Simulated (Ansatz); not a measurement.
# A hypothetical structure for TaBr3, part 2 of 2

Starting from a made-up structure for TaBr3, the aim is the relaxed cell, its shortest contacts and, where a second run follows, its electronic structure.

Ansatz 0.2.0; DFT, PBEsol, plane-wave PAW, files of the set soft_1, scalar-relativistic, no spin, cell and ions relaxed at zero pressure; PAW set soft_1 (the session's first sound run).

So far: The starting structure; Relaxation of the guess. The relaxed cell has a = 5.078 Å (conventional setting).

## 3. Electronic structure of the relaxed cell

With the geometry fixed, one more self-consistent run, with a narrower smearing and the mesh shown in its input, gives the bands, and its pressure, and its forces where symmetry allows any, show how far the geometry depends on these settings.

This step: DFT, PBEsol, plane-wave PAW, files of the set soft_1, scalar-relativistic, no spin, bands and density of states at the relaxed cell; PAW set soft_1 (Ansatz 0.2.0).

input.yaml

```yaml
crystal:
  lattice:
    - [5.0777545261, 0.0, 0.0]
    - [0.0, 5.0777545261, 0.0]
    - [0.0, 0.0, 5.0777545261]
  atoms:
    - { symbol: Ta, position: [0.0, 0.0, 0.0] }
    - { symbol: Br, position: [0.0, 0.0, 0.5] }
    - { symbol: Br, position: [0.0, 0.5, 0.0] }
    - { symbol: Br, position: [0.5, 0.0, 0.0] }
kpoints:
  mp_grid: { grid: [6, 6, 6] }
  band_path:
    path:
      - [[0.0, 0.0, 0.0], [0.0, 0.5, 0.0], [0.5, 0.5, 0.0], [0.0, 0.0, 0.0], [0.5, 0.5, 0.5], [0.0, 0.5, 0.0]]
      - [[0.5, 0.5, 0.0], [0.5, 0.5, 0.5]]
    npoints: 13
scf:
  occupations: { method: fermi_dirac, width: 0.03 }
  n_extra_bands: 8
hamiltonian:
  xc: pbesol
  pseudopotentials: { kind: paw, azcp: { folder: soft_1 }, xc_functional: pbe }
output:
  forces: true
  stress: true
  write_bands: true
  dos: { projected: true }
  write_density: true
  write_potential: true
  elf: true
  volumetric_format: npy
```

Command:

```
> ansatz run input.yaml --threads 4 --pin off --max-ram 8192MiB --backend cpu --events-out ev --progress --plain --runs-dir out
```

Numbers of over 12 decimals in the logs are rounded to 6 here.

Log:

```text
[...]
Crystal: 4 atoms, lattice volume = 130.923 Å³
Basis set: ecut = 420 eV, 2517 PW (Γ), exchange–correlation on 72×72×72 points (8 copies of the dense FFT grid, shifted against one another)
Bands: 25, of which v1, the nominal top of the filled ones, is band 17 counted from 1 (16 counted from 0)
Symmetry: 48 space group operations
[...]
k-points: 20 of 216
[...]
SCF iter   1: F=—  HF=-18020.450705 eV  |F-HF|=—  |Δ(HF+E_count)|=         —  Δρ=5.34e-2  dr2=9.73e0  ethr=3.10e-3  ⟨swp⟩=6.7  Hψ=2566  notcnv=0
[...]
SCF iter   8: F=-18018.501918 eV  HF=-18018.501918 eV  |F-HF|=2.78e-8  |Δ(HF+E_count)|=   3.56e-6  Δρ=5.46e-6  dr2=4.20e-8  ethr=2.94e-10  ⟨swp⟩=14.7  Hψ=4213  notcnv=0
SCF 1 converged in 8 iterations: F = -18018.501918 eV  dr2 = 4.20e-8
[...]
NSCF: frozen V_eff on 80 k-points
WARN: The input density's exchange-correlation potential varies sharply where the density is thin. Do not read a vacuum level from v_tot or v_xc, or from such a field of the output density. On a cell that repeats whose density bears no net charge and no dipole along the vacuum's axis use v_es (v_loc + v_h of the components); under efield.dipole_correction with no amplitude use v_es + v_field, which holds any external [...]
SCF converged after 8 iterations
Free energy (F): -18018.501918 eV
[...]
Internal energy: -18018.480122 eV  (E = F + TS)
E sigma→0 (E₀):  -18018.491020 eV
Entropy (-TS):   -0.021796 eV (-5.449 meV/atom)
Fermi energy:    5.635783 eV
[...]
--- Stress (GPa, compression-positive) ---
        0.309032      -0.000000       0.000000
       -0.000000       0.309032       0.000000
        0.000000       0.000000       0.309032
  P = ⅓ Tr σ = 0.3090 GPa (3.090 kbar)
--- Band table (eV; the first three rows and the last of 20) ---
  k-point 0: bands = [... 13 lower, 2.1240, 2.1240, 2.1240, 4.1108, 4.1108, 4.1108, 5.8690, 5.8690, ... 4 higher]
  k-point 1: bands = [... 13 lower, 1.7579, 2.0325, 2.0325, 4.1192, 4.6640, 4.6640, 5.8707, 6.2555, ... 4 higher]
  k-point 2: bands = [... 13 lower, 1.6523, 2.0139, 2.0139, 4.1363, 5.6171, 5.6171, 5.8740, 6.3706, ... 4 higher]
  k-point 19: bands = [... 13 lower, 2.8191, 2.8191, 2.8191, 6.8176, 6.8176, 6.8176, 9.0116, 10.0399, ... 4 higher]
```

The job ended after 2.2 s (4 threads of AMD EPYC 7B13 (Zen 3), shared host; peak memory 0.48 GiB; 7.5 s of CPU time).

This step gave:

| Item | Value |
| --- | --- |
| free energy | -18018.5019 eV |
| energy at zero smearing | -18018.4910 eV |
| smearing term TS | 0.02180 eV |
| Fermi energy | 5.636 eV |
| pressure | 0.3090 GPa |

bands.tsv at the labelled points (eV, zero at the Fermi level; the bands that come nearest the Fermi level along the path):

```tsv
point	band 14	band 15	band 16	band 17	band 18	band 19	band 20	band 21
Γ	-3.51	-3.51	-3.51	-1.53	-1.53	-1.53	0.23	0.23
X	-4.03	-3.62	-3.62	-1.49	0.24	0.46	0.46	0.75
M	-4.39	-4.39	-2.83	0.46	0.47	0.47	1.16	5.34
Γ	-3.51	-3.51	-3.51	-1.53	-1.53	-1.53	0.23	0.23
R	-2.82	-2.82	-2.82	1.18	1.18	1.18	3.38	4.40
X	-4.03	-3.62	-3.62	-1.49	0.24	0.46	0.46	0.75
M	-4.39	-4.39	-2.83	0.46	0.47	0.47	1.16	5.34
R	-2.82	-2.82	-2.82	1.18	1.18	1.18	3.38	4.40
```

States per cell as run, both spins, in windows of 1 eV, from dos.tsv (zero at the Fermi level):

| from | to | total |
| --- | --- | --- |
| -8 | -7 | 1.38 |
| -7 | -6 | 3.80 |
| -6 | -5 | 4.04 |
| -5 | -4 | 3.05 |
| -4 | -3 | 5.09 |
| -3 | -2 | 0.26 |
| -2 | -1 | 0.33 |
| -1 | 0 | 1.87 |
| 0 | 1 | 4.63 |
| 1 | 2 | 1.50 |
| 2 | 3 | 0.79 |
| 3 | 4 | 1.35 |
| 4 | 5 | 2.37 |

Below -8 eV lie 14.4 more states.

ELF in the ac plane at fractional y = 0.000, with atoms of Ta and Br within 0.2 Å of it. It is the smooth field of the valence electrons, not physical close to the nuclei.

Ten even steps from '0' (0.00) to '9' (0.87), each cell a mean:
```
48428831695276
76327999984247
22124899963122
55421367521345
99841012102689
48973000015996
05995000027991
16984000016993
89961000003898
87631145311478
22213689742222
54226999984134
78427965895268
17528810495274
```
Columns run along a (5.1 Å), rows up along c (5.1 Å). Atoms in or near the plane, at fractional coordinates: Ta at (0.00, 0.00), Br at (0.00, 0.50), Br at (0.50, 0.00).

Electrostatic potential energy in the ac plane at fractional y = 0.000, with atoms of Ta and Br within 0.2 Å of it. With pseudopotentials it is smooth inside the atoms' cores, unlike the true potential.

Values in eV, 14 rows by 14 columns, each cell a mean:
```
-61 -47 -22  -4  -5 -31 -58 -63 -48 -16  -2 -10 -34 -56
-39 -27  -9   1   1 -10 -30 -36 -22  -3   2  -3 -17 -34
-12  -7   0   5   6   3  -2  -3   1   5   6   3  -3 -10
 -3   0   4   7   8   8   7   7   7   8   8   6   2  -2
-21 -10   1   7   9   9   9   9   9   9   8   5  -3 -16
-54 -38  -9   5   8   9   9   9   9   9   7   1 -22 -48
-66 -54 -19   3   8   9  10  10   9   9   7  -3 -36 -63
-63 -48 -15   4   8   9  10  10   9   9   7  -2 -30 -58
-37 -22  -2   6   9   9   9   9   9   9   8   3 -10 -31
 -7  -2   4   7   8   9   8   8   8   9   8   6   1  -5
 -5  -2   3   6   7   6   4   3   5   7   7   5   1  -4
-25 -16  -4   3   4  -2 -15 -19  -9   1   4   0  -9 -22
-52 -39 -16  -2  -2 -22 -48 -54 -38 -10   0  -7 -27 -47
-65 -52 -25  -5  -7 -37 -63 -66 -54 -21  -3 -12 -39 -61
```
Columns run along a (5.1 Å; values clipped at the 3rd and 97th percentile), rows up along c (5.1 Å). Atoms in or near the plane, at fractional coordinates: Ta at (0.00, 0.00), Br at (0.00, 0.50), Br at (0.50, 0.00).

Valence density in the ac plane at fractional y = 0.000, with atoms of Ta and Br within 0.2 Å of it. It is the smooth field of the valence electrons, not physical close to the nuclei.

Ten even steps from '0' (-0.1 e/Å³) to '9' (4.5 e/Å³), each cell a mean:
```
98311211221159
64101122210025
11000011100001
11000000000001
21100000000012
22100000000122
02200000000121
12200000000121
22100000000012
11000000000011
10000000000001
32000122110013
96201222211148
89311210221169
```
Columns run along a (5.1 Å), rows up along c (5.1 Å). Atoms in or near the plane, at fractional coordinates: Ta at (0.00, 0.00), Br at (0.00, 0.50), Br at (0.50, 0.00).

## 4. Outcome

```yaml
space_group_relaxed: Pm-3m
conventional_cell: a = 5.078, b = 5.078, c = 5.078 Å; α = 90.0°, β = 90.0°, γ = 90.0°
volume_per_atom: 32.73 Å³ (guess 37.11)
```

What this shows: TaBr3 relaxes to Pm-3m with a = 5.078, b = 5.078 and c = 5.078 Å. The guessed volume was 13 % too large. The space group Pm-3m was held in the relaxation, so the end point is a stationary structure within it and may be a saddle against distortions or other arrangements. Bands cross the Fermi level, so it is a metal or semimetal at this level. On the 6×6×6 mesh with the narrower smearing (relaxed on 5×5×5) the forces vanish, as symmetry may demand, and the largest stress component is 0.309 GPa, against the relaxation's thresholds of 0.015 eV/Å and 0.05 GPa. The cutoff wasn't tested. Spin-orbit coupling is left out, which can matter for elements this heavy. No dispersion term is used, so weakly bound directions may come out too long. The runs have no spin, and magnetism wasn't tested. Nothing here tests whether the compound is stable against decomposition.

[Logs are printed without paths, hosts, clocks, repeated set-up lines and the standing remarks that a program may print on its own settings, such as how far it seeks lower states.]

[Hosts, paths, dates, database ids (printed as entryN), source tags and the programs' standing remarks are cut or masked in the printed files.]
